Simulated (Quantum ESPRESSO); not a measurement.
# SiC (P6_3mc): a volume series of phonon spectra, part 5 of 10

Aim: how the vibrations of SiC shift with volume, and the expansion that follows.

Quantum ESPRESSO 7.5; DFT LDA, scalar-relativistic, plane waves, GBRV ultrasoft pseudopotentials.

So far. Step 4 (Self-consistent run): On a basis chosen for the relaxed cell the pressure is -0.014 GPa, small enough for phonons. Step 5 (Zone-centre response): The Born charges sum to zero within 0.0037 e; the rest is removed before use. Acoustic frequencies in this log differ from zero by the error of the sum rule, which ph.x does not impose.

**6. A displaced supercell**

One atom (for the harmonic constants) or a pair of atoms (for the cubic ones) is moved by a few hundredths of an ångström; the forces on all atoms give a column of force constants. The threshold is tight because the forces are small.

System of this step: SiC. The cell holds 32 atoms: 16 Si and 16 C. Its edges and angles: a = 6.112 Å, b = 6.112 Å, c = 10.030 Å, α = 90.0°, β = 90.0°, γ = 120.0°. It derives from SiC, repeated 2×2×2.

disp-00002.in

```
 &control
    calculation='scf',
    prefix='x',
    outdir='./tmp',
    pseudo_dir='./pseudo',
    tprnfor=.true.,
    disk_io='none',
 /
 &system
    ibrav=0,
    nat=32,
    ntyp=2,
    ecutwfc=45.0,
    ecutrho=270.0,
    occupations='fixed',
    nbnd=66,
 /
 &electrons
    conv_thr=1.0d-11,
    mixing_beta=0.7,
    electron_maxstep=100,
 /
ATOMIC_SPECIES
 Si     28.0850  Si.upf
 C      12.0110  C.upf
CELL_PARAMETERS angstrom
     6.111714673    0.000000000    0.000000000
    -3.055857336    5.292900167    0.000000000
     0.000000000    0.000000000   10.030449830
ATOMIC_POSITIONS crystal
 Si     0.164963925   0.333333333   0.000597284
 Si     0.666666667   0.333333333   0.002300026
 Si     0.166666667   0.833333333   0.002300026
 Si     0.666666667   0.833333333   0.002300026
 Si     0.166666667   0.333333333   0.502300026
 Si     0.666666667   0.333333333   0.502300026
 Si     0.166666667   0.833333333   0.502300026
 Si     0.666666667   0.833333333   0.502300026
 Si     0.333333333   0.166666667   0.252300026
 Si     0.833333333   0.166666667   0.252300026
 Si     0.333333333   0.666666667   0.252300026
 Si     0.833333333   0.666666667   0.252300026
 Si     0.333333333   0.166666667   0.752300026
 Si     0.833333333   0.166666667   0.752300026
 Si     0.333333333   0.666666667   0.752300026
 Si     0.833333333   0.666666667   0.752300026
 C      0.166666667   0.333333333   0.190199974
 C      0.666666667   0.333333333   0.190199974
 C      0.166666667   0.833333333   0.190199974
 C      0.666666667   0.833333333   0.190199974
 C      0.166666667   0.333333333   0.690199974
 C      0.666666667   0.333333333   0.690199974
 C      0.166666667   0.833333333   0.690199974
 C      0.666666667   0.833333333   0.690199974
 C      0.333333333   0.166666667   0.440199974
 C      0.833333333   0.166666667   0.440199974
 C      0.333333333   0.666666667   0.440199974
 C      0.833333333   0.666666667   0.440199974
 C      0.333333333   0.166666667   0.940199974
 C      0.833333333   0.166666667   0.940199974
 C      0.333333333   0.666666667   0.940199974
 C      0.833333333   0.666666667   0.940199974
K_POINTS automatic
 4 4 2 0 0 0
```

Started as:

```console
OMP_NUM_THREADS=1 mpirun -n 2 pw.x -nk 2 -in disp-00002.in > disp-00002.out
```

The program printed:

```text
[banner, memory and clock lines left out]
Program PWSCF v.7.5

     G-vector sticks info

     bravais-lattice index     =            0
     lattice parameter (alat)  =      11.5495  a.u.
     unit-cell volume          =    2189.6454 (a.u.)^3
     number of atoms/cell      =           32
     number of atomic types    =            2
     number of electrons       =       128.00
     number of Kohn-Sham states=           66
     kinetic-energy cutoff     =      45.0000  Ry
     charge density cutoff     =     270.0000  Ry
     scf convergence threshold =      1.0E-11
     mixing beta               =       0.7000
     number of iterations used =            8  plain     mixing
     Exchange-correlation= SLA  PZ   NOGX NOGC
                           (   1   1   0   0   0   0   0)

     celldm(1)=  11.549467  celldm(2)=   0.000000  celldm(3)=   0.000000
     celldm(4)=   0.000000  celldm(5)=   0.000000  celldm(6)=   0.000000

     crystal axes: (cart. coord. in units of alat)
               a(1) = (   1.000000   0.000000   0.000000 )
               a(2) = (  -0.500000   0.866025   0.000000 )
               a(3) = (   0.000000   0.000000   1.641184 )

     reciprocal axes: (cart. coord. in units 2 pi/alat)
               b(1) = (  1.000000  0.577350 -0.000000 )
               b(2) = (  0.000000  1.154701  0.000000 )
               b(3) = (  0.000000 -0.000000  0.609316 )

     PseudoPot. # 1 for Si read from file:
     ./pseudo/Si.upf
     Pseudo is Ultrasoft + core correction, Zval =  4.0
     Using radial grid of  899 points,  6 beta functions with:
                l(1) =   0
                l(2) =   0
                l(3) =   1
                l(4) =   1
                l(5) =   2
                l(6) =   2
     Q(r) pseudized with  8 coefficients,  rinner =    0.900   0.900   0.900
                                                       0.900   0.900

     PseudoPot. # 2 for C  read from file:
     ./pseudo/C.upf
     Pseudo is Ultrasoft + core correction, Zval =  4.0
     Using radial grid of  721 points,  4 beta functions with:
                l(1) =   0
                l(2) =   0
                l(3) =   1
                l(4) =   1
     Q(r) pseudized with  8 coefficients,  rinner =    1.100   1.100   1.100

     atomic species   valence    mass     pseudopotential
     Si                4.00    28.08500     Si( 1.00)
     C                 4.00    12.01100     C ( 1.00)

     No symmetry found

   Cartesian axes

     site n.     atom                  positions (alat units)
         1        Si     tau(   1) = (  -0.0017027   0.2886751   0.0009803  )
         2        Si     tau(   2) = (   0.5000000   0.2886751   0.0037748  )
         3        Si     tau(   3) = (  -0.2500000   0.7216878   0.0037748  )
         4        Si     tau(   4) = (   0.2500000   0.7216878   0.0037748  )
         5        Si     tau(   5) = (   0.0000000   0.2886751   0.8243669  )
         6        Si     tau(   6) = (   0.5000000   0.2886751   0.8243669  )
         7        Si     tau(   7) = (  -0.2500000   0.7216878   0.8243669  )
         8        Si     tau(   8) = (   0.2500000   0.7216878   0.8243669  )
         9        Si     tau(   9) = (   0.2500000   0.1443376   0.4140708  )
        10        Si     tau(  10) = (   0.7500000   0.1443376   0.4140708  )
        11        Si     tau(  11) = (  -0.0000000   0.5773503   0.4140708  )
        12        Si     tau(  12) = (   0.5000000   0.5773503   0.4140708  )
        13        Si     tau(  13) = (   0.2500000   0.1443376   1.2346630  )
        14        Si     tau(  14) = (   0.7500000   0.1443376   1.2346630  )
        15        Si     tau(  15) = (  -0.0000000   0.5773503   1.2346630  )
        16        Si     tau(  16) = (   0.5000000   0.5773503   1.2346630  )
        17        C      tau(  17) = (   0.0000000   0.2886751   0.3121532  )
        18        C      tau(  18) = (   0.5000000   0.2886751   0.3121532  )
        19        C      tau(  19) = (  -0.2500000   0.7216878   0.3121532  )
        20        C      tau(  20) = (   0.2500000   0.7216878   0.3121532  )
        21        C      tau(  21) = (   0.0000000   0.2886751   1.1327453  )
        22        C      tau(  22) = (   0.5000000   0.2886751   1.1327453  )
        23        C      tau(  23) = (  -0.2500000   0.7216878   1.1327453  )
        24        C      tau(  24) = (   0.2500000   0.7216878   1.1327453  )
        25        C      tau(  25) = (   0.2500000   0.1443376   0.7224493  )
        26        C      tau(  26) = (   0.7500000   0.1443376   0.7224493  )
        27        C      tau(  27) = (  -0.0000000   0.5773503   0.7224493  )
        28        C      tau(  28) = (   0.5000000   0.5773503   0.7224493  )
        29        C      tau(  29) = (   0.2500000   0.1443376   1.5430414  )
        30        C      tau(  30) = (   0.7500000   0.1443376   1.5430414  )
        31        C      tau(  31) = (  -0.0000000   0.5773503   1.5430414  )
        32        C      tau(  32) = (   0.5000000   0.5773503   1.5430414  )

     number of k points=    20
                       cart. coord. in units 2pi/alat
        k(    1) = (   0.0000000   0.0000000   0.0000000), wk =   0.0625000
        k(    2) = (   0.0000000   0.0000000  -0.3046581), wk =   0.0625000
        k(    3) = (   0.0000000   0.2886751   0.0000000), wk =   0.1250000
        k(    4) = (   0.0000000   0.2886751  -0.3046581), wk =   0.1250000
        k(    5) = (   0.0000000  -0.5773503   0.0000000), wk =   0.0625000
        k(    6) = (   0.0000000  -0.5773503  -0.3046581), wk =   0.0625000
        k(    7) = (   0.2500000   0.4330127   0.0000000), wk =   0.1250000
        k(    8) = (   0.2500000   0.4330127  -0.3046581), wk =   0.1250000
        k(    9) = (  -0.2500000   0.1443376   0.0000000), wk =   0.1250000
        k(   10) = (   0.2500000   0.1443376   0.0000000), wk =   0.1250000
        k(   11) = (  -0.2500000   0.1443376  -0.3046581), wk =   0.1250000
        k(   12) = (   0.2500000   0.1443376  -0.3046581), wk =   0.1250000
        k(   13) = (   0.5000000  -0.2886751   0.0000000), wk =   0.0625000
        k(   14) = (  -0.5000000  -0.2886751   0.0000000), wk =   0.0625000
        k(   15) = (   0.5000000  -0.2886751  -0.3046581), wk =   0.0625000
        k(   16) = (  -0.5000000  -0.2886751  -0.3046581), wk =   0.0625000
        k(   17) = (  -0.2500000   0.4330127   0.0000000), wk =   0.1250000
        k(   18) = (   0.5000000  -0.0000000   0.0000000), wk =   0.1250000
        k(   19) = (  -0.2500000   0.4330127   0.3046581), wk =   0.1250000
        k(   20) = (   0.5000000  -0.0000000  -0.3046581), wk =   0.1250000

[...]
total energy              =    -339.20204898 Ry
     estimated scf accuracy    <       0.00000055 Ry

     iteration # 12     ecut=    45.00 Ry     beta= 0.70
     Davidson diagonalization with overlap
     ethr =  1.85E-10,  avg # of iterations =  2.0

     total energy              =    -339.20204901 Ry
     estimated scf accuracy    <       0.00000007 Ry

     iteration # 13     ecut=    45.00 Ry     beta= 0.70
     Davidson diagonalization with overlap
     ethr =  5.77E-11,  avg # of iterations =  2.0

     total energy              =    -339.20204902 Ry
     estimated scf accuracy    <          4.2E-09 Ry

     iteration # 14     ecut=    45.00 Ry     beta= 0.70
     Davidson diagonalization with overlap
     ethr =  3.28E-12,  avg # of iterations =  3.3

     total energy              =    -339.20204902 Ry
     estimated scf accuracy    <          1.7E-09 Ry

     iteration # 15     ecut=    45.00 Ry     beta= 0.70
     Davidson diagonalization with overlap
     ethr =  1.30E-12,  avg # of iterations =  2.0

     total energy              =    -339.20204902 Ry
     estimated scf accuracy    <          2.3E-10 Ry

     iteration # 16     ecut=    45.00 Ry     beta= 0.70
     Davidson diagonalization with overlap
     ethr =  1.82E-13,  avg # of iterations =  2.1

     total energy              =    -339.20204902 Ry
     estimated scf accuracy    <          5.8E-11 Ry

     iteration # 17     ecut=    45.00 Ry     beta= 0.70
     Davidson diagonalization with overlap
     ethr =  1.00E-13,  avg # of iterations =  2.0

     End of self-consistent calculation

          k = 0.0000 0.0000 0.0000 ( 11201 PWs)   bands (ev):

    -6.0191  -4.8083  -4.7920  -2.5983  -2.5915  -2.5847  -2.3297  -1.7086
    -1.6970  -1.6882  -1.6863  -1.6859  -1.6670  -1.1177  -1.1137  -1.1031
     0.7907   1.2310   1.2408   1.2481   1.2507   1.2555   1.2585   1.8161
     1.8237   1.8243   3.2866   3.2923   3.2957   4.1012   4.1064   4.1134
     5.1596   5.1710   6.2424   6.2446   6.2500   6.2532   6.2576   6.2583
     7.1227   7.1313   7.1346   7.1447   7.1498   7.1499   7.2605   7.2662
     7.2673   7.2700   7.2747   7.2940   8.2859   8.2924   8.4088   8.4127
     8.4133   8.8854   8.8953   8.9092   8.9096   9.5109   9.6138   9.6185
    12.3313  12.3354

          k = 0.0000 0.0000-0.3047 ( 11176 PWs)   bands (ev):

    -5.7190  -5.6988  -3.4142  -3.3993  -2.3604  -2.3510  -2.3434  -2.3347
    -2.3336  -2.3170  -1.1802  -1.1690  -1.1640  -1.1561  -1.1548  -1.1345
     1.1307   1.1415   1.1433   1.1521   1.1591   1.1606   2.3443   2.3510
     2.3557   2.3631   2.3670   2.3691   2.3701   2.3782   5.4259   5.4319
     5.4387   5.4400   5.4404   5.4580   6.4697   6.4768   6.4793   6.4938
     6.4972   6.4984   7.2306   7.2342   7.2392   7.2419   7.2442   7.2649
     7.9560   7.9655   7.9680   7.9812   7.9842   7.9849   8.0084   8.0255
     8.4443   8.4529   8.4692   8.4710   9.3784   9.3874   9.4034   9.4043
    12.6546  12.6626

          k = 0.0000 0.2887 0.0000 ( 11165 PWs)   bands (ev):

[...]
12.6813  13.1837

          k = 0.0000 0.2887-0.3047 ( 11180 PWs)   bands (ev):

[...]
12.7488  12.7590

          k = 0.0000-0.5774 0.0000 ( 11154 PWs)   bands (ev):

[...]
12.6531  12.6568

          k = 0.0000-0.5774-0.3047 ( 11180 PWs)   bands (ev):

[...]
13.5293  13.5405

          k = 0.2500 0.4330 0.0000 ( 11176 PWs)   bands (ev):

[...]
12.0134  14.0577

          k = 0.2500 0.4330-0.3047 ( 11154 PWs)   bands (ev):

[...]
13.1176  13.1317

          k =-0.2500 0.1443 0.0000 ( 11165 PWs)   bands (ev):

[...]
12.6803  13.1795

          k = 0.2500 0.1443 0.0000 ( 11165 PWs)   bands (ev):

[...]
12.6823  13.1786

          k =-0.2500 0.1443-0.3047 ( 11180 PWs)   bands (ev):

[...]
12.7477  12.7588

          k = 0.2500 0.1443-0.3047 ( 11180 PWs)   bands (ev):

[...]
12.7498  12.7594

          k = 0.5000-0.2887 0.0000 ( 11154 PWs)   bands (ev):

[...]
12.6516  12.6591

          k =-0.5000-0.2887 0.0000 ( 11154 PWs)   bands (ev):

[...]
12.6514  12.6576

          k = 0.5000-0.2887-0.3047 ( 11180 PWs)   bands (ev):

[...]
13.5271  13.5331

          k =-0.5000-0.2887-0.3047 ( 11180 PWs)   bands (ev):

[...]
13.5269  13.5321

          k =-0.2500 0.4330 0.0000 ( 11176 PWs)   bands (ev):

[...]
12.0141  14.0514

          k = 0.5000-0.0000 0.0000 ( 11176 PWs)   bands (ev):

[...]
12.0138  14.0527

          k =-0.2500 0.4330 0.3047 ( 11154 PWs)   bands (ev):

[...]
13.1175  13.1327

          k = 0.5000-0.0000-0.3047 ( 11154 PWs)   bands (ev):

    -4.9056  -4.8853  -3.8728  -3.8671  -3.8542  -3.8445  -2.6647  -2.6492
    -1.7736  -1.7683  -1.7586  -1.7498  -1.6737  -1.6533  -1.0097  -0.9891
     1.9324   1.9461   2.6484   2.6616   2.6737   2.6800   2.6846   2.6903
     2.9066   2.9209   3.4948   3.5133   4.4962   4.5046   4.5137   4.5171
     4.8156   4.8210   4.8286   4.8340   5.3862   5.4030   5.7137   5.7336
     6.0285   6.0350   6.0495   6.0510   6.3369   6.3476   6.4035   6.4213
     7.1406   7.1513   7.2137   7.2284   7.4826   7.4916   7.5031   7.5063
     8.2656   8.2670   8.2710   8.2879   8.4138   8.4335   8.5446   8.5535
    13.1175  13.1322

     highest occupied, lowest unoccupied level (ev):     9.6185   12.0134

!    total energy              =    -339.20204902 Ry
     estimated scf accuracy    <          2.9E-12 Ry

     The total energy is the sum of the following terms:
     one-electron contribution =      90.37055852 Ry
     hartree contribution      =      37.32744112 Ry
     xc contribution           =    -130.23676315 Ry
     ewald contribution        =    -336.66328551 Ry

     convergence has been achieved in  17 iterations

     Forces acting on atoms (cartesian axes, Ry/au):

     atom    1 type  1   force =     0.01098172    0.00011580    0.01650359
     atom    2 type  1   force =    -0.00220558    0.00069400    0.00102207
     atom    3 type  1   force =    -0.00069071    0.00087500    0.00065514
     atom    4 type  1   force =     0.00051025   -0.00156746    0.00139090
     atom    5 type  1   force =    -0.00008606   -0.00000000   -0.00099274
     atom    6 type  1   force =     0.00009241   -0.00014731   -0.00040729
     atom    7 type  1   force =     0.00011132    0.00001103   -0.00032953
     atom    8 type  1   force =    -0.00014377    0.00013647   -0.00048539
     atom    9 type  1   force =    -0.00132465    0.00066760   -0.00157581
     atom   10 type  1   force =     0.00124421    0.00081201   -0.00048893
     atom   11 type  1   force =    -0.00016529   -0.00148247   -0.00103455
     atom   12 type  1   force =     0.00012550    0.00000107   -0.00035673
     atom   13 type  1   force =     0.00087032   -0.00059489   -0.00024531
     atom   14 type  1   force =    -0.00096991   -0.00046742   -0.00183172
     atom   15 type  1   force =    -0.00016019    0.00106220   -0.00103643
     atom   16 type  1   force =     0.00012292    0.00000004   -0.00035509
[...]
atom   25 type  2   force =     0.00011759   -0.00001637    0.00057374
     atom   26 type  2   force =    -0.00021677   -0.00017630    0.00070608
     atom   27 type  2   force =     0.00008891    0.00019288    0.00064025
     atom   28 type  2   force =    -0.00006563   -0.00000018    0.00024723
     atom   29 type  2   force =    -0.00147730    0.00031403   -0.00153255
     atom   30 type  2   force =    -0.00506945   -0.00240556   -0.00349019
     atom   31 type  2   force =    -0.00091889    0.00197466   -0.00247410
     atom   32 type  2   force =     0.00011108    0.00000075   -0.00018666

     Total force =     0.022931     Total SCF correction =     0.000005
     Message from routine punch:
     Nothing written, as per user request (disk_io='none')
```

It took 7 min on 2 MPI ranks of Arm Neoverse V2, shared host.

Numbers from this step:

| Quantity | Value |
| --- | --- |
| gap on the k-mesh | 2.395 eV |

Force (size) by element, in eV/Å:

| element | atoms | mean | spread (r.m.s.) | least | largest |
| --- | --- | --- | --- | --- | --- |
| Si | 16 | 0.063 | 0.117 | 0.009 | 0.510 |
| C | 16 | 0.038 | 0.052 | 0.004 | 0.170 |

The atoms with the largest values:

| atom | x, y, z (Å) | force (eV/Å) |
| --- | --- | --- |
| Si1 | -0.01, 1.76, 0.01 | 0.282, 0.003, 0.424 |
| C30 | 4.58, 0.88, 9.43 | -0.130, -0.062, -0.090 |
| C17 | 0.00, 1.76, 1.91 | -0.029, 0.000, -0.156 |
| C31 | 0.00, 3.53, 9.43 | -0.024, 0.051, -0.064 |
| Si2 | 3.06, 1.76, 0.02 | -0.057, 0.018, 0.026 |
| Si9 | 1.53, 0.88, 2.53 | -0.034, 0.017, -0.041 |
| Si4 | 1.53, 4.41, 0.02 | 0.013, -0.040, 0.036 |
| C29 | 1.53, 0.88, 9.43 | -0.038, 0.008, -0.039 |

At this level the gap is 2.39 eV on the k-mesh of the self-consistent run, which can miss the band edges.

**7. A displaced supercell**

One atom (for the harmonic constants) or a pair of atoms (for the cubic ones) is moved by a few hundredths of an ångström; the forces on all atoms give a column of force constants. The threshold is tight because the forces are small.

disp-00001.in, as its differences from disp-00002.in of step 6:

```diff
@@ -30,3 +30,3 @@
 ATOMIC_POSITIONS crystal
- Si     0.164963925   0.333333333   0.000597284
+ Si     0.168369408   0.333333333   0.004002767
  Si     0.666666667   0.333333333   0.002300026
```

Started as:

```console
OMP_NUM_THREADS=1 mpirun -n 2 pw.x -nk 2 -in disp-00001.in > disp-00001.out
```

The program printed:

```text
[banner, memory and clock lines left out]
Program PWSCF v.7.5

     G-vector sticks info

     bravais-lattice index     =            0
     lattice parameter (alat)  =      11.5495  a.u.
     unit-cell volume          =    2189.6454 (a.u.)^3
     number of atoms/cell      =           32
     number of atomic types    =            2
     number of electrons       =       128.00
     number of Kohn-Sham states=           66
     kinetic-energy cutoff     =      45.0000  Ry
[...]
atom    1 type  1   force =    -0.01047310    0.00010740   -0.01736406
     atom    2 type  1   force =     0.00220629   -0.00070327   -0.00122497
     atom    3 type  1   force =     0.00070223   -0.00086786   -0.00085432
[...]
atom   31 type  2   force =     0.00092386   -0.00194699    0.00268493
     atom   32 type  2   force =    -0.00011234    0.00000073    0.00037355

     Total force =     0.023459     Total SCF correction =     0.000007
     Message from routine punch:
     Nothing written, as per user request (disk_io='none')
[key lines of the parts left out:]
!    total energy              =    -339.20203840 Ry
convergence has been achieved in  17 iterations
```

Wall time 7.1 min (2 MPI ranks); 14 min of CPU time.

(Continued in part 6 of 10.)

[Logs are printed without paths, hosts, clocks, repeated set-up lines and the standing remarks that a program may print on its own settings, such as how far it seeks lower states.]

[Hosts, paths, dates, database ids (printed as entryN), source tags and the programs' standing remarks are cut or masked in the printed files.]

[A step with changed settings may run another functional than the one named; its input shows which.]

[Of the runs on displaced cells, only some may be shown.]
